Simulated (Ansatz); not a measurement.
# SrLiH3 (model cell, started as cubic perovskite with Sr in the octahedra): following an unstable mode, part 3 of 3

Wanted: the energy along a soft mode of SrLiH3 (model cell, started as cubic perovskite with Sr in the octahedra) and the structure at the end.

Ansatz 0.2.0; DFT PBEsol, scalar-relativistic, plane waves, PAW.

So far. Step 5 (Energy along the mode, all amplitudes (two of the runs …): The lowest of the steps tried is the last one, at 0.6 Å, 59.6 meV/atom below the parent; the bottom of the well need not coincide with a step. Step 7 (The new phase in its own primitive cell): The largest force component left is 0.30 meV/Å and the pressure is -0.001 GPa, within the tolerances set. The cell now holds 17.32 Å³/atom. The relaxed cell has a = 6.258, c = 8.844 Å (conventional setting).

The structure was built from a prototype and need not be the compound's stable phase.

### 8. Modes of the new phase, k-mesh 6×6×6

A relaxed structure may still be a saddle point, so its zone-centre modes are computed. The response to a homogeneous field gives the Born charges and the dielectric tensor.

input.yaml reads:

```yaml
crystal:
  lattice:
    - [-3.1288891253, 3.1288891253, 4.4219056293]
    - [3.1288891253, -3.1288891253, 4.4219056293]
    - [3.1288891253, 3.1288891253, -4.4219056293]
  atoms:
    - { symbol: Li, position: [0.25, 0.75, 0.5] }
    - { symbol: Li, position: [0.75, 0.25, 0.5] }
    - { symbol: Sr, position: [0.5, 0.5, 0.0] }
    - { symbol: Sr, position: [0.0, 0.0, 0.0] }
    - { symbol: H, position: [0.1443073647, 0.3556926353, 0.5] }
    - { symbol: H, position: [0.8556926353, 0.6443073647, 0.5] }
    - { symbol: H, position: [0.75, 0.75, 0.0] }
    - { symbol: H, position: [0.25, 0.25, 0.0] }
    - { symbol: H, position: [0.6443073647, 0.1443073647, 0.7886147295] }
    - { symbol: H, position: [0.3556926353, 0.8556926353, 0.2113852705] }
kpoints:
  mp_grid: { grid: [6, 6, 6] }
hamiltonian:
  xc: pbesol
scf:
  occupations: { method: fixed }
output:
  eigenvalues: true
phonons:
  method: dfpt
  dielectric: true
  rigid_motions: translations
```

Run with:

```console
$ ansatz run input.yaml --threads 8 --pin off --max-ram 14336MiB --backend cpu --events-out ev --progress --plain --runs-dir out
```

Numbers of over 12 decimals in the logs are rounded to 6 here.

Output:

```text
[...]
Crystal: 10 atoms, lattice volume = 173.161 Å³
Basis set: ecut = 420 eV, 3383 PW (Γ), exchange–correlation on 96×96×96 points (8 copies of the dense FFT grid, shifted against one another)
Bands: 26, of which v1, the nominal top of the filled ones, is band 16 counted from 1 (15 counted from 0)
Symmetry: 16 space group operations
k-points: 112 of 216 (irreducible under 1 space group operation, time reversal used)
[...]
SCF iter   1: F=—  HF=-7485.635937 eV  |F-HF|=—  |Δ(HF+E_count)|=         —  Δρ=5.41e-3  dr2=4.03e-2  ethr=1.77e-3  ⟨swp⟩=5.2  Hψ=13068  notcnv=0  defer=648
[...]
SCF iter   8: F=-7485.623185 eV  HF=-7485.623185 eV  |F-HF|=9.09e-12  |Δ(HF+E_count)|=  3.66e-10  Δρ=1.44e-7  dr2=3.97e-11  ethr=1.00e-12  ⟨swp⟩=18.7  Hψ=25802  notcnv=0
SCF 1 converged in 8 iterations: F = -7485.623185 eV  dr2 = 3.97e-11
[...]
NSCF: frozen V_eff on 4 k-points
DFPT response loops at Γ: preconditioner auto → Resta (q_TF=auto, 2.059 Å⁻¹)  ε∞=7.0 (no band partly filled); β = 1.00, the filter's whole step (`scf.mixing.beta` (0.50) is not read by the response loops at its default; to damp them type it under 1.00, their step now; it binds the ground state too); Broyden in place of MSR1
── the response to a field inside a basis, on 6×6×6 k-points: an SCF that follows is theirs, and a resumed run solves both again ──
Bands: 17, of which v1, the nominal top of the filled ones, is band 16 counted from 1 (15 counted from 0)
k-points: 28 of 216
[...]
Eigensolver: Dense (28 Hₖ)
SCF iter   1: F=—  HF=-7485.618387 eV  |F-HF|=—  |Δ(HF+E_count)|=         —  Δρ=1.20e-4  dr2=7.50e-6  ethr=1.00e-1
[...]
SCF iter   4: F=-7485.618393 eV  HF=-7485.618393 eV  |F-HF|=4.90e-10  |Δ(HF+E_count)|=   4.71e-8  Δρ=1.06e-6  dr2=4.75e-9  ethr=3.52e-10
SCF 1 converged in 4 iterations: F = -7485.618393 eV  dr2 = 4.75e-9
[...]
SCF converged after 8 iterations
Free energy (F): -7485.623185 eV
[...]
Internal energy: -7485.623185 eV  (E = F + TS)
E sigma→0 (E₀):  -7485.623185 eV
Fermi energy:    1.662740 eV
[...]
--- Band table (eV; the first three rows and the last of 112) ---
  k-point 0: bands = [... 12 lower, -0.0798, 1.2708, 1.6627, 1.6627, 3.4786, 3.4786, 4.3727, 6.0079, ... 6 higher]
  k-point 1: bands = [... 12 lower, -0.0541, 1.1085, 1.2771, 1.4013, 3.2824, 3.9583, 4.6827, 6.2525, ... 6 higher]
  k-point 2: bands = [... 12 lower, -0.0451, 0.6376, 0.8722, 0.8865, 2.9911, 5.1340, 5.1991, 5.6290, ... 6 higher]
  k-point 111: bands = [... 12 lower, -0.4584, 0.2837, 1.2111, 1.2111, 4.5168, 5.4609, 5.7902, 5.7902, ... 6 higher]
--- Phonons (Γ-DFPT): 8 representative perturbations + reference, on 112 of 216 k-points (Σ response iterations 25) ---
  k mesh reduced under 1 symmetry operation, with k and −k counted as one. Each operation leaves every solved perturbation unchanged. A smaller set is not considered because the run solves the response to a homogeneous field
  ASR residual: 2.229e-4 → 0.000e0 eV/Å²; symmetrization residual: 4.883e-7 eV/Å²
  ASR residual per site (eV/Å²): 1.91e-5 1.91e-5 2.23e-4 2.23e-4 2.15e-6 2.15e-6 2.34e-5 2.34e-5 2.15e-6 2.15e-6
  Γ frequencies (cm⁻¹): -649.26 -649.26 -507.04 -507.04 -444.15 -285.15 -285.15 -199.19 -175.42 0.00 0.00 0.00 110.31 110.31 174.39 191.16 191.16 298.03 344.97 344.97 481.57 481.57 759.44 829.70 1006.47 1023.88 1023.88 1067.64 1475.30 1526.81
  ε∞ (high-frequency dielectric tensor):
        3.840671     0.000000     0.000000
        0.000000     3.840671     0.000000
        0.000000     0.000000     3.991755
  softest optical mode at Γ: -649.26 cm⁻¹; the repairs (sum rule, projections) moved no ω² at Γ by more than (3.20 cm⁻¹)²
  Born effective charges Z* (e; rows j = field, columns β = displacement):
    site 0:
         1.17234    0.00000    0.00000
        -0.00000    1.17234    0.00000
         0.00000    0.00000    1.51939
    site 1:
         1.17234    0.00000   -0.00000
        -0.00000    1.17234   -0.00000
        -0.00000    0.00000    1.51939
    site 2:
         1.93350    0.01992   -0.00000
        -0.01992    1.93350    0.00000
        -0.00000   -0.00000    1.51717
    site 3:
         1.93350   -0.01992    0.00000
         0.01992    1.93350   -0.00000
        -0.00000    0.00000    1.51717
    site 4:
        -1.01124   -0.02142    0.00000
        -0.02142   -1.01124   -0.00000
        -0.00000    0.00000   -1.05429
    site 5:
        -1.01124   -0.02142    0.00000
        -0.02142   -1.01124   -0.00000
        -0.00000    0.00000   -1.05429
    site 6:
        -1.08335    0.00000    0.00000
         0.00000   -1.08335   -0.00000
        -0.00000    0.00000   -0.92798
    site 7:
        -1.08335    0.00000    0.00000
         0.00000   -1.08335   -0.00000
        -0.00000    0.00000   -0.92798
    site 8:
        -1.01124    0.02142    0.00000
         0.02142   -1.01124   -0.00000
        -0.00000    0.00000   -1.05429
    site 9:
        -1.01124    0.02142    0.00000
         0.02142   -1.01124   -0.00000
        -0.00000    0.00000   -1.05429
  Z* charge neutrality: 2.298e-3 e pre-enforcement
  solved inside a basis spanned on kpoints, on 6×6×6 k-points, its susceptibility summed on 8×8×8: ε∞ is read to err by 1.3e-2, Z* by 1.1e-2 e (field_mesh: kpoints solves on kpoints); Z* is corrected for what the basis lacks
  optical modes at Γ without the LO–TO term, one row a degenerate level:
      ω (cm⁻¹)  modes    IR ((D/Å)²/amu)
       -649.26      2             0.0000
       -507.04      2           131.3681
       -444.15      1           104.0149
       -285.15      2             0.0000
       -199.19      1             0.0000
       -175.42      1             0.0000
        110.31      2             2.6139
[...]
optical modes at Γ + LO–TO along q̂ = [1.0000, 0.0000, 0.0000]:
      ω (cm⁻¹)  modes    IR ((D/Å)²/amu)
[...]
optical modes at Γ + LO–TO along q̂ = [0.0000, 1.0000, 0.0000]:
      ω (cm⁻¹)  modes    IR ((D/Å)²/amu)
[...]
optical modes at Γ + LO–TO along q̂ = [0.0000, 0.0000, 1.0000]:
      ω (cm⁻¹)  modes    IR ((D/Å)²/amu)
[...]
174.39      1             0.0000
        191.16      2             5.2872
        344.97      2            96.8388
        481.57      2             0.0000
        489.06      1            83.5817
        759.44      1             0.0000
        829.70      1             0.0000
       1006.47      1             0.0000
       1023.88      2            80.8793
       1067.64      1             0.0000
       1521.19      1            51.9053
       1526.81      1             0.0000
```

Wall time 61 s (8 threads of Arm Neoverse V2, shared host); peak memory 2.1 GiB.

This step gave:

```yaml
sum_rule_residual_before_enforcement: 2.23e-4 eV/Å²
miss_of_the_charge_sum_rule: 0.002298 e
estimated_error_of_the_dielectric_tensor: 0.01300
estimated_error_of_the_born_charges: 0.01134 e
point_group: 4/mmm
highest_optical_mode_at_the_zone_centre_no_lo_to_term: 1527 cm⁻¹
lowest_optical_zone_centre_mode: -649.3 cm⁻¹
mean_high_frequency_dielectric_constant: 3.891
largest_born_charge_third_of_the_trace: 1.795 e
top_of_the_zone_centre_spectrum_with_the_field: 1527 cm⁻¹
```

Without the LO-TO term. Patterns of degenerate modes are one choice out of their space. Modes at Γ, with each element's share of the kinetic energy (negative means imaginary):

| mode | frequency (cm⁻¹) | symmetry | Li % | Sr % | H % |
| --- | --- | --- | --- | --- | --- |
| 1 | -649.3 | Eg | 0 | 0 | 100 |
| 2 | -649.3 | Eg | 0 | 0 | 100 |
| 3 | -507.0 | Eu | 9 | 0 | 91 |
| 4 | -507.0 | Eu | 9 | 0 | 91 |
| 5 | -444.1 | A2u | 43 | 0 | 57 |
| 6 | -285.1 | Eg | 71 | 0 | 29 |
| 7 | -285.1 | Eg | 71 | 0 | 29 |
| 8 | -199.2 | B1u | 0 | 0 | 100 |
| 9 | -175.4 | B2g | 99 | 0 | 1 |
| 10 | 0.0 | acoustic | 7 | 90 | 3 |
| 11 | 0.0 | acoustic | 7 | 90 | 3 |
| 12 | 0.0 | acoustic | 7 | 90 | 3 |
| 13 | 110.3 | Eu | 2 | 94 | 4 |
| 14 | 110.3 | Eu | 2 | 94 | 4 |
| 15 | 174.4 | A1u | 0 | 100 | 0 |
| 16 | 191.2 | Eu | 79 | 10 | 11 |
| 17 | 191.2 | Eu | 79 | 10 | 11 |
| 18 | 298.0 | A2u | 50 | 9 | 41 |
| 19 | 345.0 | Eu | 3 | 5 | 92 |
| 20 | 345.0 | Eu | 3 | 5 | 92 |
| 21 | 481.6 | Eg | 29 | 0 | 71 |
| 22 | 481.6 | Eg | 29 | 0 | 71 |
| 23 | 759.4 | A1g | 0 | 0 | 100 |
| 24 | 829.7 | B2g | 1 | 0 | 99 |
| 25 | 1006.5 | B1g | 0 | 0 | 100 |
| 26 | 1023.9 | Eu | 0 | 1 | 99 |
| 27 | 1023.9 | Eu | 0 | 1 | 99 |
| 28 | 1067.6 | A2g | 0 | 0 | 100 |
| 29 | 1475.3 | A2u | 0 | 1 | 99 |
| 30 | 1526.8 | A2g | 0 | 0 | 100 |

Displacements in mode 1 (-649.3 cm⁻¹), the largest set to 1:
```
Li1  0.00  0.01  0.00
Li2  0.00 -0.01  0.00
Sr3  0.00  0.00  0.00
Sr4  0.00  0.00  0.00
H5   0.00  0.00  0.92
H6   0.00  0.00 -0.92
H7   0.10  1.00  0.00
H8  -0.10 -1.00  0.00
H9   0.00  0.00 -0.75
H10  0.00  0.00  0.75
```

Displacements in mode 28 (1067.6 cm⁻¹), the largest set to 1:
```
Li1  0.00  0.00  0.00
Li2  0.00  0.00  0.00
Sr3  0.00  0.00  0.00
Sr4  0.00  0.00  0.00
H5   1.00  1.00  0.00
H6  -1.00 -1.00  0.00
H7   0.00  0.00  0.17
H8   0.00  0.00 -0.17
H9   1.00 -1.00  0.00
H10 -1.00  1.00  0.00
```

Optical modes at the zone centre, without and with the macroscopic field of the longitudinal modes; each column is sorted by frequency, so a row need not hold one and the same mode. Modes with and without the field, by row:

| rank among optical modes | no field (cm⁻¹) | q along (1, 0, 0) (cm⁻¹) | q along (0, 0, 1) (cm⁻¹) |
| --- | --- | --- | --- |
| 1 | -649.3 | -649.3 | -649.3 |
| 2 | -649.3 | -649.3 | -649.3 |
| 3 | -507 | -507 | -507 |
| 4 | -507 | -444.1 | -507 |
| 5 | -444.1 | -373.1 | -285.1 |
| 6 | -285.1 | -285.1 | -285.1 |
| 7 | -285.1 | -285.1 | -199.2 |
| 8 | -199.2 | -199.2 | -175.4 |
| 9 | -175.4 | -175.4 | 40 |
| 10 | 110.3 | 110.3 | 110.3 |
| 11 | 110.3 | 118.6 | 110.3 |
| 12 | 174.4 | 174.4 | 174.4 |
| 13 | 191.2 | 191.2 | 191.2 |
| 14 | 191.2 | 200.8 | 191.2 |
| 15 | 298 | 298 | 345 |
| 16 | 345 | 345 | 345 |
| 17 | 345 | 481.6 | 481.6 |
| 18 | 481.6 | 481.6 | 481.6 |
| 19 | 481.6 | 566.2 | 489.1 |
| 20 | 759.4 | 759.4 | 759.4 |
| 21 | 829.7 | 829.7 | 829.7 |
| 22 | 1006 | 1006 | 1006 |
| 23 | 1024 | 1024 | 1024 |
| 24 | 1024 | 1068 | 1024 |
| 25 | 1068 | 1110 | 1068 |
| 26 | 1475 | 1475 | 1521 |
| 27 | 1527 | 1527 | 1527 |

Born charge (rows field, columns displacement) (e), principal values of the symmetric part by kind of site:

| atom | atoms with these values | low | middle | high | mean |
| --- | --- | --- | --- | --- | --- |
| Li1 | 2 | 1.17 | 1.17 | 1.52 | 1.29 |
| Sr3 | 2 | 1.52 | 1.93 | 1.93 | 1.79 |
| H5 | 4 | -1.05 | -1.03 | -0.99 | -1.03 |
| H7 | 2 | -1.08 | -1.08 | -0.93 | -1.03 |

In full for Sr3:

```
 1.93  0.02  0.00
-0.02  1.93  0.00
 0.00  0.00  1.52
```

High-frequency dielectric tensor:

```
3.84 0.00 0.00
0.00 3.84 0.00
0.00 0.00 3.99
```

Transverse modes; imaginary modes are left out. Infrared lines, with heights relative to the strongest:

| position (cm⁻¹) | label | relative intensity |
| --- | --- | --- |
| 110 | Eu | 2.7 |
| 174 | A1u | 0.0 |
| 191 | Eu | 5.5 |
| 298 | A2u | 16 |
| 345 | Eu | 100 |
| 482 | Eg | 0.0 |
| 759 | A1g | 0.0 |
| 830 | B2g | 0.0 |
| 1006 | B1g | 0.0 |
| 1024 | Eu | 84 |
| 1068 | A2g | 0.0 |
| 1475 | A2u | 39 |
| 1527 | A2g | 0.0 |

Before it was imposed, the acoustic sum rule was missed by 2.2e-4 eV/Å² and the charge sum rule by 0.0023 e. Small misses are needed for a sound result but don't prove that mesh and cutoff are converged. The lowest optical mode is imaginary, 649.3i cm⁻¹, so the energy falls along it.

### 9. Results

| Property | Result |
| --- | --- |
| unstable mode of the parent | q = (-0.5, -0.5, -0.5), 560i cm⁻¹ |
| depth at the lowest point sampled | 59.6 meV/atom |
| largest atomic shift at that point | 0.6 Å |
| space group reached (within 0.01 Å) | I4/mcm |
| energy gained over the parent (first relaxation, on the mesh of the frozen mode) | 99.1 meV/atom |
| volume per atom, phase reached | 17.3 Å³ |
| gap on the k-mesh, phase reached | 1.21 eV |
| lowest optical zone-centre mode, phase reached | -649 cm⁻¹ |
| highest optical mode at the zone centre (no LO-TO term), phase reached | 1527 cm⁻¹ |

In words: Along this mode the structure falls into I4/mcm, 99.1 meV/atom below the parent. At the parent's cell the well is 59.56 meV/atom deep on the steps tried, with its lowest point at a shift of 0.6 Å. That is the last step tried, so the steps alone don't bracket the bottom of the well. Relaxing atoms and cell changes the gain by +39.54 meV/atom against the lowest step (energies at zero smearing). The new phase still has an imaginary mode at the zone centre of its cell, so it is a saddle point on the way to a lower structure. Of the 5 patterns followed to their end from this parent, this one ends 213 meV/atom above the lowest, R-3c. Another end point lies within 1 meV/atom; how such a difference moves with mesh and cutoff was not tested. Each path keeps the symmetry of its pattern, so a lower phase may lie along a pattern not tried. The starting cell was built on a prototype and not taken from a measurement, so the phase need not exist.

[Logs are printed without paths, hosts, clocks, repeated set-up lines and the standing remarks that a program may print on its own settings, such as how far it seeks lower states.]

[Hosts, paths, dates, database ids (printed as entryN), source tags and the programs' standing remarks are cut or masked in the printed files.]
